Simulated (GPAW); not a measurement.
# A GW chain in GPAW: BaZnPF (P4/nmm)

Aim: the G0W0 gap of BaZnPF (P4/nmm) on PBE, step by step.

Method: PBE and many-body steps on it, plane waves, in GPAW 26.7.0.

## (1) Set-up

Symmetry: P4/nmm, No. 129, tetragonal system. The conventional cell has a = 4.156 Å, b = 4.156 Å, c = 9.457 Å, α = 90.00°, β = 90.00°, γ = 90.00°. Ba has 4 F at 2.62 Å and 4 P at 3.41 Å nearest. Nearest to Zn lie 4 P at 2.51 Å. Nearest to P lie 4 Zn at 2.51 Å and 4 Ba at 3.41 Å. Nearest to F lie 4 Ba at 2.62 Å. Farther neighbours and most contacts between anions are not listed.

Coordinates:

```cif
data_structure
_symmetry_space_group_name_H-M 'P4/nmm:1'
_symmetry_Int_Tables_number 129
_cell_length_a 4.1563
_cell_length_b 4.1563
_cell_length_c 9.4574
_cell_angle_alpha 90.000
_cell_angle_beta 90.000
_cell_angle_gamma 90.000
_cell_volume 163.38
loop_
_atom_site_label
_atom_site_type_symbol
_atom_site_symmetry_multiplicity
_atom_site_Wyckoff_symbol
_atom_site_fract_x
_atom_site_fract_y
_atom_site_fract_z
_atom_site_occupancy
Ba1 Ba 2 c 0.50000 0.00000 0.33177 1
Zn1 Zn 2 a 0.50000 0.50000 0.00000 1
P1 P 2 c 0.00000 0.50000 0.14910 1
F1 F 2 b 0.50000 0.50000 0.50000 1
```

The cell and positions come from the Crystallography Open Database and are kept as given unless a step says otherwise. Spin-orbit coupling is left out unless a step names it.

## (2) Ground state

This step: GPAW 26.7.0; DFT, PBE, plane waves, PAW.

The ground-state density comes first.

run.py

```python
import json
import numpy as np
from gpaw.mpi import world
from ase import Atoms
from gpaw import GPAW, PW, FermiDirac

atoms = Atoms(['Ba', 'Ba', 'Zn', 'Zn', 'P', 'P', 'F', 'F'],
    cell=[[4.1563400000, 0.0000000000, 0.0000000000],
      [0.0000000000, 4.1563400000, 0.0000000000],
      [0.0000000000, 0.0000000000, 9.4574300000]],
    scaled_positions=[[0.5000000000, 0.0000000000, 0.3317700000],
      [0.0000000000, 0.5000000000, 0.6682300000],
      [0.5000000000, 0.5000000000, 0.0000000000],
      [0.0000000000, 0.0000000000, 0.0000000000],
      [0.0000000000, 0.5000000000, 0.1491000000],
      [0.5000000000, 0.0000000000, 0.8509000000],
      [0.5000000000, 0.5000000000, 0.5000000000],
      [0.0000000000, 0.0000000000, 0.5000000000]],
    pbc=(True, True, True))
calc = GPAW(mode=PW(600),
    xc='PBE',
    kpts={'size': (6, 6, 4), 'gamma': True},
    occupations=FermiDirac(0.001),
    nbands=-10,
    convergence={'density': 1e-6, 'bands': -3},
    maxiter=100,
    txt='gs.txt')
atoms.calc = calc
res = {'energy': atoms.get_potential_energy()}
kpts = calc.get_ibz_k_points()
res['kpts'] = kpts
res['eigenvalues'] = [calc.get_eigenvalues(kpt=k) for k in range(len(kpts))]
res['n_electrons'] = calc.get_number_of_electrons()
calc.write('gs.gpw')

if world.rank == 0:
    with open('result.json', 'w') as f:
        json.dump(res, f, default=lambda x: x.tolist())
```

Started as:

```console
$ mpirun -n 4 gpaw python run.py
```

Numbers of over 12 decimals in the logs are rounded to 6 here.

Output:

```text
__  _  _
 | _ |_)|_||  |
 |__||  | ||/\| - 26.7.0

Input parameters:
  mode=PW(ecut=600.0),
  convergence={'density': 1e-06, 'bands': -3},
  kpts=MonkhorstPack(size=(6, 6, 4), gamma=True),
  maxiter=100,
  nbands=-10,
  occupations=Occupations(name='fermi-dirac', width=0.001, fixmagmom=False),
  xc=XC(name='PBE')
  [... matrices ...]
Diagonalizing LCAO Hamiltonian
Converting LCAO to pw mode
    .---------.
   /|         |
  / |         |
 *  |         |
 |  |         |
 |Ba| P       |
 |  |         |
 |  |         |
 |  |  F      |
 F  |         |
 |  |         |
 |  | Ba      |
 |P .---------.
 | /         /
 |/    Zn   /
 Zn--------*

Atoms  # Å, Bohr magnetons
|   | symbol |        x |        y |        z |    initial magnetic moments |
| 0 |     Ba | 2.078170 | 0.000000 | 3.137692 | ( 0.0000,  0.0000,  0.0000) |
| 1 |     Ba | 0.000000 | 2.078170 | 6.319738 | ( 0.0000,  0.0000,  0.0000) |
| 2 |     Zn | 2.078170 | 2.078170 | 0.000000 | ( 0.0000,  0.0000,  0.0000) |
| 3 |     Zn | 0.000000 | 0.000000 | 0.000000 | ( 0.0000,  0.0000,  0.0000) |
| 4 |      P | 0.000000 | 2.078170 | 1.410103 | ( 0.0000,  0.0000,  0.0000) |
| 5 |      P | 2.078170 | 0.000000 | 8.047327 | ( 0.0000,  0.0000,  0.0000) |
| 6 |      F | 2.078170 | 2.078170 | 4.728715 | ( 0.0000,  0.0000,  0.0000) |
| 7 |      F | 0.000000 | 0.000000 | 4.728715 | ( 0.0000,  0.0000,  0.0000) |

Unit cell  # Å
| periodic |        x |        y |        z |  lengths |    angles |
|      yes | 4.156340 | 0.000000 | 0.000000 | 4.156340 | 90.000000 |
|      yes | 0.000000 | 4.156340 | 0.000000 | 4.156340 | 90.000000 |
|      yes | 0.000000 | 0.000000 | 9.457430 | 9.457430 | 90.000000 |

Number of symmetries: 8
Symmetry operations  # r_c * U_cc + t_c -> r_c
|   | kind |            matrix            |
| 0 |  E   |  1, 0, 0,  0, 1, 0,  0, 0, 1 |
| 1 |  σ   |  1, 0, 0,  0,-1, 0,  0, 0, 1 |
| 2 |  C2  |  0, 1, 0,  1, 0, 0,  0, 0,-1 |
| 3 |  S4  |  0, 1, 0, -1, 0, 0,  0, 0,-1 |
| 4 |  S4  |  0,-1, 0,  1, 0, 0,  0, 0,-1 |
| 5 |  C2  |  0,-1, 0, -1, 0, 0,  0, 0,-1 |
| 6 |  σ   | -1, 0, 0,  0, 1, 0,  0, 0, 1 |
| 7 |  C2  | -1, 0, 0,  0,-1, 0,  0, 0, 1 |

BZ-sampling:
  Number of BZ points: 144
  Number of IBZ points: 30

  Monkhorst-Pack size: [6, 6, 4]
  Monkhorst-Pack shift: [0.083333, 0.083333, 0.125]

K-points  # in reciprocal-cell coordinates
|     |                                coordinates |     weight |
|   0 | (  0.00000000,   0.00000000,   0.00000000) | 0.00694444 |
|   1 | (  0.00000000,   0.00000000,   0.25000000) | 0.01388889 |
|   2 | (  0.00000000,   0.00000000,   0.50000000) | 0.00694444 |
|   3 | (  0.16666667,   0.00000000,   0.00000000) | 0.02777778 |
|   4 | (  0.16666667,   0.00000000,   0.25000000) | 0.05555556 |
|   5 | (  0.16666667,   0.00000000,   0.50000000) | 0.02777778 |
|   6 | (  0.16666667,   0.16666667,   0.00000000) | 0.02777778 |
|   7 | (  0.16666667,   0.16666667,   0.25000000) | 0.05555556 |
|   8 | (  0.16666667,   0.16666667,   0.50000000) | 0.02777778 |
|   9 | (  0.33333333,   0.00000000,   0.00000000) | 0.02777778 |
| ... |                                            |            |
|  29 | (  0.50000000,   0.50000000,   0.50000000) | 0.00694444 |

Plane wave coefficients: 5513
Cutoff: 600.0 eV

Spin-components: 1 (collinear spins)
Bands:           44
Projectors:      44
Spin-degeneracy: 2
Datatype:        complex128

  Storage: CPU
  Wave functions: 116_434_560 bytes (29_108_640 per core)
  Projectors: 103_203_360 bytes (25_800_840 per core)
  [... matrices ...]
Parallelization:
  kpt:    4
  domain: 1
  band:   1

Density:
  Valence electrons: 68.0
  Components: 1
  Grid points: [24 24 54]
  Charge: 0.0  # |e|

Potential:
  Grid points: [24 24 54]

species:
  Ba:
    name:    Barium
    Z:       56.0
    valence: 10
    core:    46
    charge:  0.0  # [|e|]
    compensation charges:
      type: gauss
      rc: 0.37  # [Å]
      lmax: 2
    cutoffs:
      filter: 2.06  # [Å]
      core: 2.33  # [Å]
    projectors
    | kind |    occ | energy [eV] | rcut [Å] |
    |   5s |  2.000 |     -33.644 |    1.164 |
    |   6s |  2.000 |      -3.229 |    1.164 |
    |   5p |  6.000 |     -18.744 |    1.164 |
    |    p |        |       0.000 |    1.164 |
    |    d |        |       0.000 |    1.164 |
    |    d |        |      27.211 |    1.164 |

    Using partial waves for Ba as LCAO basis

  Zn:
    name:    Zinc
    Z:       30.0
    valence: 12
    core:    18
    charge:  0.0  # [|e|]
    compensation charges:
      type: gauss
      rc: 0.37  # [Å]
      lmax: 2
    cutoffs:
      filter: 2.14  # [Å]
      core: 2.28  # [Å]
    projectors
    | kind |    occ | energy [eV] | rcut [Å] |
    |   4s |  2.000 |      -5.977 |    1.286 |
    |   4p |  0.000 |      -1.117 |    1.270 |
    |   3d | 10.000 |     -10.142 |    1.180 |
    |    s |        |      21.234 |    1.286 |
    |    p |        |      26.095 |    1.270 |
    |    d |        |      17.070 |    1.180 |

    Using partial waves for Zn as LCAO basis

  P:
    name:    Phosphorus
    Z:       15.0
    valence: 5
    core:    10
    charge:  0.0  # [|e|]
    compensation charges:
      type: gauss
      rc: 0.30  # [Å]
      lmax: 2
    cutoffs:
      filter: 1.69  # [Å]
      core: 1.81  # [Å]
    projectors
    | kind |    occ | energy [eV] | rcut [Å] |
    |   3s |  2.000 |     -13.968 |    0.953 |
    |   3p |  3.000 |      -5.506 |    0.953 |
    |    s |        |      13.244 |    0.953 |
    |    p |        |      21.705 |    0.953 |
    |    d |        |       0.000 |    0.953 |

    Using partial waves for P as LCAO basis

  F:
    name:    Fluorine
    Z:       9.0
    valence: 7
    core:    2
    charge:  0.0  # [|e|]
    compensation charges:
      type: gauss
      rc: 0.20  # [Å]
      lmax: 2
    cutoffs:
      filter: 1.14  # [Å]
      core: 0.74  # [Å]
    projectors
    | kind |    occ | energy [eV] | rcut [Å] |
    |   2s |  2.000 |     -29.898 |    0.635 |
    |   2p |  5.000 |     -11.110 |    0.635 |
    |    s |        |      -2.687 |    0.635 |
    |    p |        |      16.102 |    0.635 |
    |    d |        |       0.000 |    0.635 |

    Using partial waves for F as LCAO basis

Reference energy: -564312.327216  # eV

eigensolver:
  PPCG
  Converge bands: -3
  niter=2

density mixing:
  MSR1-Mixer
  Pratt-step length: 0.05
  Maximum mixing coefficient: 0.75
  Old densities: 10
  SVD Regularization: 0.005
  Good broyden scale: 1.0
  Trust region scale: 1.0
  Backstep threshold: 4.0
  History deletion threshold: 6.0
  Fourier metric: weight=20.0, sigma=0.015

occupation numbers:
  Fermi-Dirac:
    width: 0.0010  # eV

poisson solver:
  ecut: 4800.0  # eV

xc functional:
  name: PBE with 2 nearest neighbor stencil

Initialization done in: 2.347 s

convergence criteria:
- Maximum integral of absolute [dens]ity change: 1e-06 electrons / valence electron
- Maximum [total energy] change in last 3 cyles: 0.0005 eV / valence electron
- Maximum integral of absolute [eigenst]ate change: 4e-08 eV^2 / valence electron
maximum number of iterations: 100

SCF iterations
|iter     |     time |      energy | eigst |  dens |
|iter:   1|  |  -37.146868 | +1.69 |       |
|iter:   2|  |  -36.824321 | +1.59 | -1.14 |
|iter:   3|  |  -35.492182 | +1.01 | -1.20 |
|iter:   4|  |  -35.362419 | +0.97 | -1.52 |
|iter:   5|  |  -35.365739 | +0.55 | -1.83 |
|iter:   6|  |  -35.372879c| +0.30 | -2.17 |
|iter:   7|  |  -35.374803c| -0.04 | -2.61 |
|iter:   8|  |  -35.374914c| -0.26 | -3.41 |
|iter:   9|  |  -35.374930c| -0.47 | -3.98 |
|iter:  10|  |  -35.374933c| -0.66 | -4.25 |
|iter:  11|  |  -35.374934c| -0.81 | -4.66 |
|iter:  12|  |  -35.374935c| -1.07 | -5.38 |
|iter:  13|  |  -35.374935c| -1.19 | -5.63 |
|iter:  14|  |  -35.374935c| -1.35 | -6.13c|
|iter:  15|  |  -35.374935c| -1.63 | -6.40c|
|iter:  16|  |  -35.374935c| -1.66 | -6.67c|
|iter:  17|  |  -35.374935c| -1.90 | -7.03c|
|iter:  18|  |  -35.374935c| -2.07 | -7.52c|
|iter:  19|  |  -35.374935c| -2.17 | -7.39c|
|iter:  20|  |  -35.374935c| -2.29 | -7.51c|
|iter:  21|  |  -35.374935c| -2.68 | -7.66c|
|iter:  22|  |  -35.374935c| -2.79 | -8.71c|
|iter:  23|  |  -35.374935c| -3.00 | -8.27c|
|iter:  24|  |  -35.374935c| -3.13 | -8.79c|
|iter:  25|  |  -35.374935c| -3.30 | -9.53c|
|iter:  26|  |  -35.374935c| -3.54 | -9.44c|
|iter:  27|  |  -35.374935c| -3.62 | -9.93c|
|iter:  28|  |  -35.374935c| -3.79 |-10.11c|
|iter:  29|  |  -35.374935c| -3.93 | -9.99c|
|iter:  30|  |  -35.374935c| -2.53 |-10.41c|
|iter:  31|  |  -35.374935c| -2.90 |-10.35c|
|iter:  32|  |  -35.374935c| -3.23 |-11.26c|
|iter:  33|  |  -35.374935c| -3.59 |-10.99c|
|iter:  34|  |  -35.374935c| -1.91 |-11.56c|
|iter:  35|  |  -35.374935c| -1.98 |-12.20c|
|iter:  36|  |  -35.374935c| -2.44 |-11.94c|
|iter:  37|  |  -35.374935c| -2.71 |-12.48c|
|iter:  38|  |  -35.374935c| -2.95 |-13.03c|
[...]
|iter:  64|  |  -35.374935c| -5.88 |-14.16c|
|iter:  65|  |  -35.374935c| -5.96 |-14.09c|
|iter:  66|  |  -35.374935c| -5.94 |-14.10c|
|iter:  67|  |  -35.374935c| -5.85 |-14.36c|
|iter:  68|  |  -35.374935c| -6.20 |-14.28c|
[... further lines of this kind ...]
|iter:  91|  |  -35.374935c| -7.44c|-14.87c|

Converged in 91 steps
SCF loop duration: 254.577 s (2.798 s/step)
Energy contributions relative to reference atoms: (reference = -564312.327216)
  [... matrices ...]
Energy contributions:
  Kinetic:          43.628235
  Coulomb:         -36.211652
  Zero:              0.240046
  External:          0.000000
  Xc:              -43.031564
  Entropy:          -0.000000
  Spinorbit:         0.000000
  ----------------------------
  Free energy:     -35.374935
  Extrapolated:    -35.374935

dipole moment: (-56.683752, -56.683752, -35.940947)  # |e|*Ang

Fermi level: 6.718
Eigenvalues  # (at kpt = [0.000, 0.000, 0.000])
| band index |      eig [eV] | occ [0-2] |
|          0 |       -20.725 |     2.000 |
|        ... |               |           |
|         26 |         2.119 |     2.000 |
|         27 |         2.119 |     2.000 |
|         28 |         3.061 |     2.000 |
|         29 |         4.471 |     2.000 |
|         30 |         4.471 |     2.000 |
|         31 |         6.116 |     2.000 |
|         32 |         6.654 |     2.000 |
|         33 |         6.654 |     2.000 |
|         34 |         7.112 |     0.000 |
[...]
|         38 |        10.334 |     0.000 |
|         39 |        11.026 |     0.000 |
|         40 |        11.685 |     0.000 |
|         41 |        11.897 |     0.000 |
|        ... |               |           |
|         43 |        12.800 |     0.000 |

Gap: 0.458 eV
Transition (v -> c):
  (s=0, k=0, n=33, [0.00, 0.00, 0.00]) -> (s=0, k=0, n=34, [0.00, 0.00, 0.00])
No difference between direct/indirect transitions
# Writing to gs.gpw (mode='')
  [... matrices ...]
```

Run time: 4.3 min. Hardware: 4 MPI ranks of Arm Neoverse V1, shared host; peak memory 1 GiB; 17 min of CPU time.

This step gave:

```yaml
total_energy: -35.37 eV
gap: 0.4582 eV
k_of_the_valence_top: 0, 0, 0
k_of_the_conduction_bottom: 0, 0, 0
least_direct_gap: 0.4582 eV
```

The gap is direct, at Γ.

## (3) Empty states on the mesh, 4×4×1 mesh, 275 bands

The sums over transitions need many empty states on a uniform mesh; this step solves for them.

run.py

```python
import json
import numpy as np
from gpaw.mpi import world
from gpaw import GPAW

calc = GPAW('gs.gpw').fixed_density(kpts={'size': (4, 4, 1), 'gamma': True},
    nbands=320,
    convergence={'bands': 275},
    txt='nscf.txt')
calc.write('full.gpw', mode='all')
res = {}
kpts = calc.get_ibz_k_points()
res['kpts'] = kpts
res['eigenvalues'] = [calc.get_eigenvalues(kpt=k) for k in range(len(kpts))]
res['n_electrons'] = calc.get_number_of_electrons()

if world.rank == 0:
    with open('result.json', 'w') as f:
        json.dump(res, f, default=lambda x: x.tolist())
```

Started as:

```console
$ mpirun -n 4 gpaw python run.py
```

Output:

```text
Diagonalizing LCAO Hamiltonian
Converting LCAO to pw mode
convergence criteria:
- Maximum integral of absolute [eigenst]ate change: 4e-08 eV^2 / valence electron
maximum number of iterations: 100

SCF iterations
|iter     |     time |      energy | eigst |  dens |
|iter:   1|  |             | +4.51 |       |
|iter:   2|  |             | +3.34 |       |
|iter:   3|  |             | +2.36 |       |
[...]
|iter:  17|  |             | -6.72 |       |
|iter:  18|  |             | -7.06 |       |
|iter:  19|  |             | -7.44c|       |
SCF steps: 19
  __  _  _
 | _ |_)|_||  |
 |__||  | ||/\| - 26.7.0

Input parameters:
  mode=PW(ecut=600.0),
  convergence={'bands': 275},
  gpts=array([24, 24, 54]),
  kpts=MonkhorstPack(size=(4, 4, 1), gamma=True),
  maxiter=100,
  nbands=320,
  occupations=Occupations(name='fermi-dirac', width=0.001, fixmagmom=False),
  parallel={},
  xc=XC(name='PBE')
# Writing to full.gpw (mode='all')
  [... matrices ...]

timing:  # [seconds]
  Total: 0.119  # ━━━━━━━━━━━━━━━━━━━━━━━━━━━━━━━━━━━━━━━━━━━━━━━━━━━━━━━━━━━
```

It took 2.5 min on 4 MPI ranks; peak memory 1.2 GiB.

Numbers from this step:

- gap: 0.4582 eV
- k of the valence top: 0, 0, 0
- k of the conduction bottom: 0, 0, 0
- least direct gap: 0.4582 eV
- k points computed: 6
- lowest point of the top converged band, above the valence top: 66.6549 eV

On this mesh the gap is 0.458 eV.

[end of part 1 of 2]

[Paths, hosts, dates, memory and timing lines, banners, echoed tables and standing remarks are left out of the program output.]

[Logs are printed without paths, hosts, clocks, repeated set-up lines and the standing remarks that a program may print on its own settings, such as how far it seeks lower states.]

[Runs of the session that timed out or met a known fault of the program may be left out.]

[Hosts, paths, dates, database ids (printed as entryN), source tags and the programs' standing remarks are cut or masked in the printed files.]
